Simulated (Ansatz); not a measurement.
# Sc3InB (Pm-3m): from the cell to its phonons, part 2 of 2

The cell of Sc3InB (Pm-3m) is at rest. What are its phonons? After the zone centre comes a 4×4×4 q mesh on a 8×8×8 k mesh.

Ansatz 0.2.0; DFT PBEsol, scalar-relativistic, plane waves, PAW; PAW set soft_1.

So far. Step 2 (Modes at Γ): Before it was imposed, the acoustic sum rule was missed by 4.0e-5 eV/Å². Small misses are needed for a sound result but don't prove that mesh and cutoff are converged. The lowest optical mode is real, 116 cm⁻¹.

**3. Phonons on a q mesh (continued)**

Interpolated from a 4×4×4 q mesh. Phonon branches along the path, in cm⁻¹:

```tsv
point	branch 1	branch 2	branch 3	branch 4	branch 12	branch 13	branch 14	branch 15
Γ	0	0	0	116	226	454	454	454
halfway	56	56	77	119	255	451	451	456
X	78	78	92	114	299	437	437	475
halfway	77	84	89	103	300	464	488	497
M	78	87	88	88	310	490	514	514
halfway	68	73	86	122	260	454	460	491
Γ	0	0	0	116	226	454	454	454
halfway	75	75	90	115	268	474	495	495
R	73	73	73	88	339	514	514	514
halfway	81	81	88	100	304	490	502	506
X	78	78	92	114	299	437	437	475
jump to R	73	73	73	88	339	514	514	514
halfway	71	84	88	88	319	498	516	516
M	78	87	88	88	310	490	514	514
```

Tetrahedra on a 16×16×16 mesh, mean over bins of 5 cm-1. Interpolated from a 4×4×4 q mesh. The phonon density of states by wavenumber; read off at these points:

```tsv
wavenumber (cm⁻¹)	phonon density of states (1/cm⁻¹/cell)
2	1.0e-5
22	7.5e-4
38	0.00272
58	0.0108
72	0.0622
78	0.175
88	0.201
92	0.0400
108	0.0422
122	0.121
128	0.11
142	0.0665
152	0.119
162	0.0610
182	0
198	0.0219
218	0.0328
232	0.0249
252	0.0200
268	0.0214
288	0.0219
302	0.0221
322	0.0035
338	4.0e-4
358	0
378	0
392	0
412	0
428	0
448	0.0315
462	0.0335
482	0.0408
498	0.0411
512	0.0721
518	0.00946
```

The partial phonon density of states has structure finer than the step of the table below, so its rows give means over 20 cm⁻¹, whole bins alone (the curve runs from -10 to 542 cm⁻¹). Peaks (cm⁻¹: height): B 510.4: 0.0534; In 87.1: 0.126; Sc 76.7: 0.0330, 125.3: 0.0981, 153.0: 0.0920, 219.0: 0.0344, 239.8: 0.0302, 298.8: 0.0270.

Phonopy on the run's constants, 13x13x13 mesh, Gaussian sigma 3.9 cm-1. Interpolated from a 4×4×4 q mesh. Partial phonon density of states against wavenumber; means over each step; values in 1/cm⁻¹/cell:

```tsv
wavenumber (cm⁻¹)	B	In	Sc
0	1.8e-6	3.3e-5	3.6e-5
20	2.7e-5	3.5e-4	3.5e-4
40	1.0e-4	0.00202	0.00152
60	2.0e-4	0.0133	0.00534
80	1.3e-4	0.0953	0.0226
100	2.1e-5	0.0246	0.0283
120	9.9e-4	0.00901	0.0779
140	5.8e-4	0.00329	0.0778
160	1.9e-4	0.00184	0.0704
180	2.2e-4	2.3e-4	0.0149
200	0.00271	5.4e-6	0.0185
220	0.00332	1.8e-5	0.0281
240	0.00215	2.3e-6	0.0213
260	0.00129	0	0.0189
280	7.8e-4	0	0.0225
300	3.7e-4	0	0.0222
320	5.4e-5	0	0.00558
340	2.6e-6	0	6.1e-4
360	0	0	2.0e-7
380	0	0	0
400	0	0	0
420	1.8e-5	0	2.9e-6
440	0.0113	0	0.00204
460	0.0285	0	0.00462
480	0.0348	0	0.00381
500	0.0423	5.9e-6	0.00230
520	0.0199	2.8e-6	3.6e-4
```

Harmonic thermodynamic functions per atom, from the density of states. Interpolated from a 4×4×4 q mesh. Thermodynamic functions, by row:

```tsv
T (K)	F_vib (meV/atom)	S (J/mol-atom/K)	C_V (J/mol-atom/K)
0	40.22	0	0
50	39.78	3.152	6.923
100	36.26	10.42	13.97
200	18.98	22.25	19.89
300	-8.75	30.82	22.23
400	-44.23	37.38	23.29
500	-85.79	42.65	23.85
600	-132.3	47.02	24.16
700	-183.1	50.77	24.36
800	-237.4	54.03	24.5
900	-294.9	56.92	24.59
1000	-355.3	59.51	24.65
```

Harmonic mean-square displacement, third of the trace. Interpolated from a 4×4×4 q mesh. Mean square displacements, by row:

```tsv
T (K)	Sc1 U_eq (Å²)	Sc2 U_eq (Å²)	Sc3 U_eq (Å²)	In4 U_eq (Å²)	B5 U_eq (Å²)
0	0.00251	0.00251	0.00251	0.00178	0.00368
100	0.00361	0.00361	0.00361	0.0035	0.00397
300	0.00871	0.00871	0.00871	0.00959	0.00592
600	0.01698	0.01698	0.01698	0.019	0.01014
```

Symmetry leaves 10 wavevectors to solve. The lowest mode among them, the acoustic zeros apart, lies at q = (0, 0, 0.25) and is real, 56.5 cm⁻¹.

**4. Isotope substitution, element B, natural mass 10.81 amu**

An isotope changes the mass and not the force constants, so no new electronic calculation is needed; the shifts show which modes move this element.

The same force constants with the mass of B changed from 10.810 to 10.013 u (phonopy, no LO-TO term). Both lists are sorted by frequency; levels can cross, so a row need not hold one and the same mode. Modes under 3 cm⁻¹ are left out. Isotope shifts, by row, the first 40 of 57 rows:

```tsv
q	rank	natural mass (cm⁻¹)	changed mass (cm⁻¹)
0 0 0	4	115.9	116.1
0 0 0	5	115.9	116.1
0 0 0	6	115.9	116.1
0 0 0	7	135.5	135.5
0 0 0	8	135.5	135.5
0 0 0	9	135.5	135.5
0 0 0	10	226.2	226.8
0 0 0	11	226.2	226.8
0 0 0	12	226.2	226.8
0 0 0	13	453.5	468.4
0 0 0	14	453.5	468.4
0 0 0	15	453.5	468.4
0 0 0.25	1	56.5	56.55
0 0 0.25	2	56.5	56.55
0 0 0.25	3	77.1	77.11
0 0 0.25	4	118.8	119
0 0 0.25	5	118.8	119
0 0 0.25	6	128.3	128.3
0 0 0.25	7	135	135
0 0 0.25	8	140.8	140.8
0 0 0.25	9	140.8	140.8
0 0 0.25	10	215.2	216
0 0 0.25	11	215.2	216
0 0 0.25	12	255.3	256.1
0 0 0.25	13	451.3	466.1
0 0 0.25	14	451.3	466.1
0 0 0.25	15	456.5	472.8
0 0 -0.5	1	77.54	77.54
0 0 -0.5	2	77.54	77.54
0 0 -0.5	3	91.6	91.6
0 0 -0.5	4	114.3	114.3
0 0 -0.5	5	121.9	122
0 0 -0.5	6	121.9	122
0 0 -0.5	7	122.7	122.7
0 0 -0.5	8	154.4	154.4
0 0 -0.5	9	154.4	154.4
0 0 -0.5	10	197	198.1
0 0 -0.5	11	197	198.1
0 0 -0.5	12	299.4	299.4
0 0 -0.5	13	436.9	450.8
```

A mode of this element alone would shift by +3.90 %. The highest zone-centre frequency without the field goes from 453.5 to 468.4 cm⁻¹ (+3.3 %). The product of the frequency ratios over all optical modes at Γ is 1.116; the product rule, (m/m′)^(3k/2) (M′/M)^(3/2) with k = 1 such atoms and M the mass of the cell, gives 1.117.

**5. Isotope substitution, element In, natural mass 114.818 amu**

The same for In, from 114.82 to 112.90 u.

A mode of this element alone would shift by +0.84 %. The highest zone-centre frequency without the field goes from 453.5 to 453.5 cm⁻¹ (+0.0 %). The product of the frequency ratios over all optical modes at Γ is 1.014; the product rule, (m/m′)^(3k/2) (M′/M)^(3/2) with k = 1 such atoms and M the mass of the cell, gives 1.014.

**6. Results**

```yaml
space_group_within_0p01_a: Pm-3m
volume_per_atom: 19.9 Å³
electronic_character: no gap on this mesh
highest_optical_mode_at_the_zone_centre_no_lo_to_term: 453 cm⁻¹
lowest_optical_zone_centre_mode: 116 cm⁻¹
lowest_mode_on_the_q_mesh_acoustic_modes_at_gamma_apart: 56.5 cm⁻¹
highest_frequency_on_the_path_or_at_a_solved_wavevector: 516 cm⁻¹
zero_point_energy_per_atom: 40.2 meV
heat_capacity_at_300_k: 22.2 J/(mol atoms K)
vibrational_entropy_at_300_k: 30.8 J/(mol atoms K)
debye_temperature_second_moment: 486 K
imaginary_modes_on_the_4x4x4_q_mesh: none
```

The structure is a minimum as far as tested: no mode is imaginary at the 10 irreducible wavevectors of the 4×4×4 mesh, and the softest away from the acoustic zeros lies at 56 cm⁻¹. The optical modes at Γ span 116 to 453 cm⁻¹. The highest mode in this list at Γ, 453.5 cm⁻¹, is mostly motion of B (84 % of the kinetic energy). On the path and the mesh, the widest gap between branches runs from 339 to 437 cm⁻¹. With no gap, or one that is small against the smearing, the frequencies hang on the k mesh and the smearing, most of all near Kohn anomalies. The phonon runs are without spin polarisation, although the cell has an odd electron count. The PAW files were made for PBE and serve the other functionals too. These are harmonic frequencies at zero temperature: anharmonic shifts, linewidths and thermal expansion are left out.

[Logs are printed without paths, hosts, clocks, repeated set-up lines and the standing remarks that a program may print on its own settings, such as how far it seeks lower states.]

[Hosts, paths, dates, database ids (printed as entryN), source tags and the programs' standing remarks are cut or masked in the printed files.]
